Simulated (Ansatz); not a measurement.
**AgB (built on the sites of a database entry of InAg): following an unstable mode**

Aim: this structure of AgB (built on the sites of a database entry of InAg) is to be tested for unstable modes, and one is followed downhill.

Calculated with Ansatz 0.2.0; DFT PBEsol, scalar-relativistic, plane waves, PAW.

This is a report of a sequence of runs, with most program output left out.

The structure was built from a prototype and need not be the compound's stable phase.

### Step 1. Starting point

The structure is cubic, space group Pm-3m (No. 221). The conventional cell has a = 2.861 Å, b = 2.861 Å, c = 2.861 Å, α = 90.00°, β = 90.00°, γ = 90.00°. Nearest to B lie 8 Ag at 2.48 Å. Nearest to Ag lie 8 B at 2.48 Å. Farther neighbours are not listed.

### Step 2. Response at finite wavevector

The cell comes from relaxations at this level that are not shown. Stability and thermal properties need the whole zone. Linear response on a 4×4×4 q mesh gives force constants as far as a supercell of that size would.

input.yaml

```yaml
crystal:
  lattice:
    - [2.8609203463, 0.0, 0.0]
    - [0.0, 2.8609203463, 0.0]
    - [0.0, 0.0, 2.8609203463]
  atoms:
    - { symbol: B, position: [0.5, 0.5, 0.5] }
    - { symbol: Ag, position: [0.0, 0.0, 0.0] }
kpoints:
  mp_grid: { grid: [16, 16, 16] }
hamiltonian:
  xc: pbesol
scf:
  occupations: { method: methfessel_paxton, width: 0.2 }
output:
  eigenvalues: true
phonons:
  method: dfpt
  qmesh: [4, 4, 4]
  temperatures: { t_max: 1000, t_step: 50 }
  qpath:
    path:
      - [[0.0, 0.0, 0.0], [0.0, 0.5, 0.0], [0.5, 0.5, 0.0], [0.0, 0.0, 0.0], [0.5, 0.5, 0.5], [0.0, 0.5, 0.0]]
      - [[0.5, 0.5, 0.5], [0.5, 0.5, 0.0]]
    npoints: 10
```

Run with:

```
ansatz run input.yaml --threads 4 --pin off --max-ram 7168MiB --backend cpu --events-out ev --progress --plain --runs-dir out
```

Elapsed: 8.6 min, on 4 threads of Arm Neoverse N1, shared host; peak memory 2 GiB.

Numbers from this step:

| Property | Result |
| --- | --- |
| volume per atom | 11.71 Å³ |
| gap on the k-mesh | 0 eV |
| sum-rule residual before enforcement | 9.23e-6 eV/Å² |
| lowest frequency on the path | -141.7 cm⁻¹ |
| point group | m-3m |
| highest frequency on the path or at a solved wavevector | 304.7 cm⁻¹ |
| highest optical mode at the zone centre (no LO-TO term) | 187.5 cm⁻¹ |
| lowest optical zone-centre mode | 187.5 cm⁻¹ |
| lowest mode on the q mesh (acoustic modes at Γ apart) | -141.7 cm⁻¹ |

Frequencies (cm⁻¹) solved at each irreducible wavevector; negative means imaginary. Frequencies by wavevector, by row:

| q in reciprocal lattice units | star | mode 1 | mode 2 | mode 3 | mode 4 | mode 5 | mode 6 |
| --- | --- | --- | --- | --- | --- | --- | --- |
| 0 0 0 | 1 | 0 | 0 | 0 | 187.5 | 187.5 | 187.5 |
| 0 0 0.25 | 6 | -12.4 | -12.4 | 119.3 | 190.3 | 190.3 | 217.5 |
| 0 0 -0.5 | 3 | 40.1 | 40.1 | 168.1 | 187.8 | 187.8 | 274.4 |
| 0 0.25 0.25 | 12 | 42.4 | 52.3 | 118.7 | 206.6 | 215.7 | 238.4 |
| 0 0.25 -0.5 | 12 | 64.5 | 91.6 | 113.1 | 228.3 | 238.4 | 239.4 |
| 0 -0.5 -0.5 | 3 | -54 | -54 | 67.5 | 235.9 | 235.9 | 250.3 |
| 0.25 0.25 0.25 | 8 | -21.3 | -21.3 | 116.2 | 195.3 | 195.3 | 304.7 |
| 0.25 0.25 -0.5 | 12 | -49.1 | 110.5 | 113.5 | 156.4 | 189.9 | 266.5 |
| 0.25 -0.5 -0.5 | 6 | -112.7 | -112.7 | 117.3 | 181.8 | 192.3 | 192.3 |
| -0.5 -0.5 -0.5 | 1 | -141.7 | -141.7 | -141.7 | 148.7 | 148.7 | 148.7 |

Interpolated from a 4×4×4 q mesh. Phonon branches along the path, in cm⁻¹:

| point | branch 1 | branch 2 | branch 3 | branch 4 | branch 5 | branch 6 |
| --- | --- | --- | --- | --- | --- | --- |
| Γ | 0 | 0 | 0 | 188 | 188 | 188 |
| halfway | -12 | -12 | 119 | 190 | 190 | 218 |
| X | 40 | 40 | 168 | 188 | 188 | 274 |
| halfway | 64 | 92 | 113 | 228 | 238 | 239 |
| M | -54 | -54 | 68 | 236 | 236 | 250 |
| halfway | 42 | 52 | 119 | 207 | 216 | 238 |
| Γ | 0 | 0 | 0 | 188 | 188 | 188 |
| halfway | -21 | -21 | 116 | 195 | 195 | 305 |
| R | -142 | -142 | -142 | 149 | 149 | 149 |
| halfway | -49 | 110 | 114 | 156 | 190 | 266 |
| X | 40 | 40 | 168 | 188 | 188 | 274 |
| jump to R | -142 | -142 | -142 | 149 | 149 | 149 |
| halfway | -113 | -113 | 117 | 182 | 192 | 192 |
| M | -54 | -54 | 68 | 236 | 236 | 250 |

Symmetry leaves 10 wavevectors to solve. The lowest mode among them, the acoustic zeros apart, lies at q = (-0.5, -0.5, -0.5) and is imaginary, 141.7i cm⁻¹, so the energy falls along it.

### Step 3. The mode frozen in, largest atomic shift 0 Å

The mode followed lies at q = (0.25, -0.5, -0.5) with frequency 112.7i cm⁻¹ and is 2-fold degenerate, one of the unstable modes though not the softest. At small amplitude the distorted cell has space group no. 69 by a symmetry search on the positions. The undistorted cell that holds it gives the zero of energy on the same k mesh.

System of this step: AgB (built on the sites of a database entry of InAg). The structure is cubic, space group Pm-3m (No. 221). Conventional cell: a = 2.861 Å, b = 2.861 Å, c = 2.861 Å, α = 90.00°, β = 90.00°, γ = 90.00°. Nearest to B lie 8 Ag at 2.48 Å. Nearest to Ag lie 8 B at 2.48 Å. Farther neighbours are not listed.

input.yaml

```yaml
crystal:
  lattice:
    - [0.0, -2.8609203463, -2.8609203463]
    - [0.0, -2.8609203463, 2.8609203463]
    - [-5.7218406927, -2.8609203463, 0.0]
  atoms:
    - { symbol: B, position: [0.375, 0.875, 0.25] }
    - { symbol: B, position: [0.875, 0.375, 0.25] }
    - { symbol: B, position: [0.125, 0.625, 0.75] }
    - { symbol: B, position: [0.625, 0.125, 0.75] }
    - { symbol: Ag, position: [0.5, 0.5, 0.0] }
    - { symbol: Ag, position: [1.0, 0.0, 0.0] }
    - { symbol: Ag, position: [0.25, 0.25, 0.5] }
    - { symbol: Ag, position: [0.75, 0.75, 0.5] }
kpoints:
  mp_grid: { grid: [10, 10, 10] }
hamiltonian:
  xc: pbesol
scf:
  occupations: { method: methfessel_paxton, width: 0.2 }
output:
  forces: true
  stress: true
  eigenvalues: true
```

The job ended after 10 s (4 threads; peak memory 0.64 GiB; 39 s of CPU time).

Numbers from this step:

| Item | Value |
| --- | --- |
| pressure | 0.02445 GPa |
| energy from the undistorted cell | 0 meV/atom |

The run ends at a pressure of 0.02 GPa.

### Step 4. The mode frozen in, largest atomic shift 0.6 Å

The atoms are moved along the unstable eigenvector, the largest shift by 0.6 Å, with the cell fixed.

input.yaml, the sections that differ from step 3:

```yaml
crystal:
  lattice:
    - [0.0, -2.8609203463, -2.8609203463]
    - [0.0, -2.8609203463, 2.8609203463]
    - [-5.7218406927, -2.8609203463, 0.0]
  atoms:
    - { symbol: B, position: [0.4798613606, 0.7701386394, 0.25] }
    - { symbol: B, position: [0.7701386394, 0.4798613606, 0.25] }
    - { symbol: B, position: [0.0201386394, 0.7298613606, 0.75] }
    - { symbol: B, position: [0.7298613606, 0.0201386394, 0.75] }
    - { symbol: Ag, position: [0.470995337, 0.470995337, 0.0] }
    - { symbol: Ag, position: [1.029004663, 0.029004663, 0.0] }
    - { symbol: Ag, position: [0.25, 0.25, 0.5] }
    - { symbol: Ag, position: [0.75, 0.75, 0.5] }
# kpoints, hamiltonian, scf, output: as in step 3
```

Wall time 22 s (4 threads); peak memory 0.82 GiB; 86 s of CPU time.

Numbers from this step:

| Property | Result |
| --- | --- |
| pressure | 13.73 GPa |
| energy from the undistorted cell | -76.60 meV/atom |

The energy, extrapolated to zero smearing, is -76.60 meV/atom against the undistorted cell.

The run ends at a pressure of 13.73 GPa, with forces up to 1.4 eV/Å.

### Step 5. Energy along the mode, all amplitudes (two of the runs are shown above)

An imaginary frequency means negative curvature, so the energy should fall and then rise again as anharmonic terms take over.

This step gave:

- depth at the lowest point sampled: 76.60 meV/atom
- largest atomic shift at that point: 0.6 Å

Energy from the parent against largest atomic shift:

| largest atomic shift (Å) | energy from the parent (meV/atom) |
| --- | --- |
| 0.000 | 0 |
| 0.040 | -0.368 |
| 0.080 | -1.47 |
| 0.140 | -4.51 |
| 0.220 | -12.4 |
| 0.320 | -30.8 |
| 0.450 | -68.8 |
| 0.600 | -76.6 |

Displacement at unit largest shift by atom:

| atom | x (Å) | y (Å) | z (Å) | size |
| --- | --- | --- | --- | --- |
| B1 | 0.00 | 0.00 | -1.00 | 1.00 |
| B2 | 0.00 | 0.00 | 1.00 | 1.00 |
| B3 | 0.00 | 0.00 | 1.00 | 1.00 |
| B4 | 0.00 | 0.00 | -1.00 | 1.00 |
| Ag5 | 0.00 | 0.28 | 0.00 | 0.28 |
| Ag6 | 0.00 | -0.28 | 0.00 | 0.28 |
| Ag7 | 0.00 | 0.00 | 0.00 | 0.00 |
| Ag8 | 0.00 | 0.00 | 0.00 | 0.00 |

The lowest of the steps tried is the last one, at 0.6 Å, 76.6 meV/atom below the parent; the bottom of the well need not coincide with a step.

### Step 6. Relaxation from the frozen mode

Starting from the lowest point found, all atoms and the cell are let go, so that strain and other modes of the same symmetry can join in.

Changes to input.yaml since step 4:

```diff
@@ -24 +24,10 @@
   eigenvalues: true
+  write_density: true
+  write_potential: true
+  elf: true
+  volumetric_format: npy
+relax:
+  adjacent_minimum: "off"
+  f_tol: 0.002
+  max_steps: 120
+  cell: { stress_tol: 0.03 }
```

The job ended after 6.9 min (4 threads; peak memory 0.93 GiB; 27 min of CPU time).

Relaxation path:

| step | energy less that of the first step (eV) | largest force component (eV/Å) | pressure (GPa) | volume (Å³) |
| --- | --- | --- | --- | --- |
| 1 | 0.0000 | 1.0345 | 13.73 | 93.66 |
| 2 | -0.9550 | 0.8690 | 4.62 | 96.40 |
| 3 | -1.5823 | 0.5996 | 2.83 | 95.95 |
| 4 | -2.0666 | 0.5702 | 2.11 | 96.76 |
| 5 | -2.4890 | 0.9299 | 2.63 | 97.75 |
| 6 | -2.4922 | 0.9957 | 2.38 | 99.40 |
| 7 | -2.5485 | 0.0439 | -0.61 | 100.37 |
| 8 | -2.5497 | 0.0502 | 0.58 | 99.54 |
| 9 | -2.5506 | 0.0031 | 0.01 | 99.88 |
| 10 | -2.5506 | 0.0001 | 0.00 | 99.90 |
| 11* | -2.6208 | 0.0216 | 1.06 | 99.90 |
| 12 | -2.6355 | 0.0216 | 0.25 | 100.57 |
| 13 | -2.6375 | 0.0770 | 0.21 | 100.90 |
| 14 | -2.6383 | 0.0035 | 0.00 | 100.89 |
| 15 | -2.6383 | 0.0011 | 0.00 | 100.90 |
| 16* | -2.6391 | 0.0011 | -0.01 | 100.90 |

Relaxation steps marked * repeat the geometry before them on a plane-wave basis chosen anew for their cell, so energy and pressure can jump there.

Forces are held to the 8 operations that the run works with; a distortion that breaks them can't arise in this run.

| cell as run | before | after | change |
| --- | --- | --- | --- |
| a (Å) | 4.046 | 4.426 | +9.4 % |
| b (Å) | 4.046 | 4.426 | +9.4 % |
| c (Å) | 6.397 | 6.359 | -0.6 % |
| α (°) | 71.57 | 64.30 | -10.1 % |
| β (°) | 71.57 | 64.30 | -10.1 % |
| γ (°) | 90.00 | 75.77 | -15.8 % |
| volume (Å³/atom) | 11.71 | 12.61 | +7.7 % |

The atoms that moved most (Å, as changes of fractional coordinates times the final cell):

| atom | dx | dy | dz | length |
| --- | --- | --- | --- | --- |
| B1 | 0.405 | 0.000 | 0.034 | 0.406 |
| B2 | 0.405 | 0.000 | -0.034 | 0.406 |
| B3 | -0.405 | 0.000 | -0.034 | 0.406 |
| B4 | -0.405 | 0.000 | 0.034 | 0.406 |
| Ag6 | 0.000 | -0.264 | 0.000 | 0.264 |
| Ag5 | 0.000 | 0.264 | 0.000 | 0.264 |

This step gave:

| Item | Value |
| --- | --- |
| pressure | -0.006579 GPa |
| volume per atom | 12.61 Å³ |

Electrostatic potential energy in the ac plane of the conventional cell at fractional y = 0.000, with atoms of B within 0.2 Å of it. With pseudopotentials it is smooth inside the atoms' cores, unlike the true potential.

Ten even steps from '_' (-47 eV) to '@' (19 eV), each cell a mean:
```
%%@@@@%%##++##%%%%****%%@@@@@@
@@@@@@##::__::##++____++%%@@@@
@@@@@@##::__--##++....++%%@@@@
@@@@@@@@%%##%%@@%%####%%@@@@@@
@@@@@@@@@@@@@@@@@@@@@@@@@@@@@@
@@@@@@@@@@@@@@@@@@@@@@@@@@@@@@
@@@@@@@@@@@@@@@@@@@@@@@@@@@@@@
@@@@@@@@@@@@@@@@@@@@@@@@@@@@@@
%%**==**%%@@@@@@@@@@@@##++++%%
##::__::##@@@@@@@@@@%%==____++
##==..==%%@@@@@@@@@@%%**::::**
%%%%##%%@@@@@@%%%%@@@@%%####%%
%%##++##%%@@@@%%@@@@@@%%****%%
##::__::##@@@@@@@@@@%%++____++
##--__--##@@@@@@@@@@%%++....++
@@%%##%%@@@@@@@@@@@@@@%%####%%
@@@@@@@@@@@@@@@@@@@@@@@@@@@@@@
@@@@@@@@@@@@@@@@@@@@@@@@@@@@@@
@@@@@@@@@@@@@@@@@@@@@@@@@@@@@@
@@@@@@@@@@@@@@@@@@@@@@@@@@@@@@
@@@@@@%%**==**%%##++++##@@@@@@
@@@@@@##..__::##==____==%%@@@@
@@@@@@##--..==##**::::**%%@@@@
%%@@@@@@%%##%%@@%%####%%@@@@%%
```
Columns run along a (5.4 Å; values clipped at the 3rd and 97th percentile), rows up along c (10.6 Å), edges of the conventional cell, whose origin can differ from the input's. Atoms in or near the plane, at fractional coordinates: B at (0.85, 0.41), B at (0.35, 0.91), B at (0.15, 0.41), B at (0.65, 0.91), B at (0.65, 0.09), B at (0.15, 0.59), B at (0.35, 0.09), B at (0.85, 0.59).

Valence density in the ac plane of the conventional cell at fractional y = 0.000, with atoms of B within 0.2 Å of it. It is the smooth field of the valence electrons, not physical close to the nuclei.

Values in units of 1e-1 e/Å³, 24 rows by 15 columns, each cell a mean:
```
3.2 2.9 3.0 4.4 6.4 7.0 6.4 5.7 6.0 6.8 6.9 5.4 3.5 2.8 3.1
2.0 2.1 2.8 4.9 6.0 4.7 7.9 9.1 8.9 5.8 5.2 5.9 3.6 2.3 2.0
1.1 1.4 2.2 4.0 5.2 4.9 8.1 8.9 8.9 6.2 4.8 4.9 2.9 1.6 1.2
0.7 0.9 1.3 2.2 3.4 4.2 4.6 4.5 4.6 4.5 3.8 2.8 1.7 1.0 0.8
0.7 0.7 0.8 1.1 1.5 1.8 1.9 1.9 1.9 1.8 1.6 1.3 0.9 0.8 0.7
0.8 0.8 0.7 0.7 0.8 0.9 1.0 1.0 1.0 0.9 0.8 0.8 0.7 0.8 0.8
1.2 1.2 1.1 0.9 0.8 0.7 0.7 0.7 0.7 0.7 0.8 0.9 1.0 1.1 1.2
2.6 2.6 2.5 2.0 1.4 1.0 0.8 0.7 0.7 0.8 1.2 1.7 2.3 2.6 2.6
6.1 6.2 5.2 4.3 2.8 1.6 1.0 0.8 0.9 1.2 2.2 3.6 4.8 5.8 6.2
9.8 8.1 4.0 5.4 4.5 2.5 1.6 1.4 1.5 1.9 3.4 5.5 4.2 5.7 9.6
7.8 7.4 6.0 6.5 4.7 2.9 2.4 2.5 2.4 2.6 3.7 6.0 6.2 6.6 7.9
5.0 5.9 6.8 6.0 4.1 3.0 3.1 3.6 3.3 2.9 3.4 5.1 6.7 6.4 5.3
5.7 6.4 7.0 6.4 4.3 3.0 2.9 3.2 3.1 2.8 3.5 5.5 6.9 6.8 6.0
9.1 7.7 4.7 6.1 4.8 2.8 2.1 2.0 2.0 2.3 3.7 6.0 5.1 5.9 8.9
8.9 8.0 4.8 5.2 4.0 2.1 1.4 1.1 1.2 1.7 3.0 5.0 4.7 6.3 8.9
4.5 4.6 4.2 3.4 2.2 1.3 0.9 0.7 0.8 1.1 1.7 2.8 3.9 4.5 4.6
1.9 1.9 1.8 1.5 1.1 0.8 0.7 0.7 0.7 0.8 1.0 1.3 1.6 1.8 1.9
1.0 1.0 0.9 0.8 0.7 0.7 0.8 0.8 0.8 0.8 0.7 0.8 0.8 0.9 1.0
0.7 0.7 0.7 0.8 0.9 1.1 1.2 1.2 1.2 1.1 1.0 0.9 0.8 0.7 0.7
0.7 0.8 1.0 1.4 2.0 2.5 2.6 2.6 2.6 2.6 2.3 1.7 1.2 0.8 0.7
0.8 1.0 1.6 2.9 4.3 5.2 6.2 6.1 6.2 5.7 4.8 3.6 2.1 1.2 0.9
1.4 1.6 2.5 4.6 5.3 4.0 8.3 9.8 9.5 5.6 4.3 5.4 3.3 1.9 1.5
2.5 2.4 3.0 4.8 6.5 6.0 7.5 7.8 7.9 6.5 6.3 5.9 3.7 2.5 2.4
3.6 3.0 3.0 4.2 6.1 6.8 5.8 5.0 5.3 6.4 6.6 5.1 3.4 2.9 3.4
```
Columns run along a (5.4 Å), rows up along c (10.6 Å), edges of the conventional cell, whose origin can differ from the input's. Atoms in or near the plane, at fractional coordinates: B at (0.85, 0.41), B at (0.35, 0.91), B at (0.15, 0.41), B at (0.65, 0.91), B at (0.65, 0.09), B at (0.15, 0.59), B at (0.35, 0.09), B at (0.85, 0.59).

ELF in the ac plane of the conventional cell at fractional y = 0.000, with atoms of B within 0.2 Å of it. It is the smooth field of the valence electrons, not physical close to the nuclei.

Ten even steps from '_' (0.04) to '@' (0.89), each cell a mean:
```
....--##%%**********##%%++::..
..::++##--__==@@##....****--..
..::++##--..**@@%%::..**##--..
__..==******##%%%%****##++::__
____..--====------====--::____
______......______......______
....::::..__________....::....
++++++++==::______..--++++++++
@@##==**##==..__..--**##++**%%
@@++__::##++::....--##++__..%%
%%==::++##==::....::**##--::##
++**%%%%**--......::==%%%%##++
******%%**--......::++%%##****
@@==__--##++::....--****....##
@@**..--##++::....--##**..::%%
%%##******--..____::++##****%%
----====--..______..::--====--
____......____________......__
______..::::........::....____
____::==++++++++++++++++--..__
__::==##**==##@@%%**++##**--..
..::++##::__++@@%%..__++##--..
..::==##++::++%%##::--##**::..
....--**%%%%**++++##%%%%==::..
```
Columns run along a (5.4 Å), rows up along c (10.6 Å), edges of the conventional cell, whose origin can differ from the input's. Atoms in or near the plane, at fractional coordinates: B at (0.85, 0.41), B at (0.35, 0.91), B at (0.15, 0.41), B at (0.65, 0.91), B at (0.65, 0.09), B at (0.15, 0.59), B at (0.35, 0.09), B at (0.85, 0.59).

The distorted start has space group Fmmm; the relaxation ends in Fmmm.

### Step 7. The new phase in its own primitive cell

The relaxed structure is symmetrised, reduced to its primitive cell and relaxed tightly, as its phonons need.

input.yaml

```yaml
crystal:
  lattice:
    - [0.0, 3.493432166, 5.3135301131]
    - [2.717857774, 0.0, 5.3135301131]
    - [2.717857774, 3.493432166, 0.0]
  atoms:
    - { symbol: B, position: [0.5645383549, 0.2615900676, 0.4354616451] }
    - { symbol: B, position: [0.2615900676, 0.5645383549, 0.7384099324] }
    - { symbol: B, position: [0.4354616451, 0.7384099324, 0.5645383549] }
    - { symbol: B, position: [0.7384099324, 0.4354616451, 0.2615900676] }
    - { symbol: Ag, position: [0.8167550263, 0.1832449737, 0.8167550263] }
    - { symbol: Ag, position: [0.1832449737, 0.8167550263, 0.1832449737] }
    - { symbol: Ag, position: [0.5, 0.0, 0.0] }
    - { symbol: Ag, position: [0.0, 0.5, 0.5] }
kpoints:
  mp_grid: { grid: [10, 10, 10] }
hamiltonian:
  xc: pbesol
scf:
  occupations: { method: methfessel_paxton, width: 0.2 }
output:
  forces: true
  stress: true
  eigenvalues: true
relax:
  adjacent_minimum: "off"
  f_tol: 0.001
  max_steps: 60
  cell: { stress_tol: 0.01 }
```

Run time: 87 s. Hardware: 4 threads; peak memory 0.91 GiB; 5.7 min of CPU time.

Little changed from the start: no atom moved by 0.005 Å and no cell edge by 0.1 %.

This step gave:

* pressure: -0.001247 GPa

The largest force component left is 0.53 meV/Å and the pressure is -0.001 GPa, within the tolerances set. The cell now holds 12.61 Å³/atom.

### Step 8. Results

* unstable mode of the parent: q = (0.25, -0.5, -0.5), 113i cm⁻¹
* depth at the lowest point sampled: 76.6 meV/atom
* largest atomic shift at that point: 0.6 Å
* space group reached (within 0.01 Å): Fmmm
* energy gained over the parent (first relaxation, on the mesh of the frozen mode): 407 meV/atom
* volume per atom, phase reached: 12.6 Å³

In words: Along this mode the structure falls into Fmmm, 407 meV/atom below the parent. At the parent's cell the well is 76.60 meV/atom deep on the steps tried, with its lowest point at a shift of 0.6 Å. That is the last step tried, so the steps alone don't bracket the bottom of the well. Relaxing atoms and cell changes the gain by +329.94 meV/atom against the lowest step (energies at zero smearing). Most of the total comes from this relaxation. The modes of the phase reached were not computed on this path. Of the 5 patterns followed to their end from this parent, this one ends 509 meV/atom above the lowest, Imma. Each path keeps the symmetry of its pattern, so a lower phase may lie along a pattern not tried. With no gap, or one that is small against the smearing, the frequencies hang on the k mesh and the smearing, most of all near Kohn anomalies. The starting cell was built on a prototype and not taken from a measurement, so the phase need not exist.

[Logs are printed without paths, hosts, clocks, repeated set-up lines and the standing remarks that a program may print on its own settings, such as how far it seeks lower states.]

[Hosts, paths, dates, database ids (printed as entryN), source tags and the programs' standing remarks are cut or masked in the printed files.]
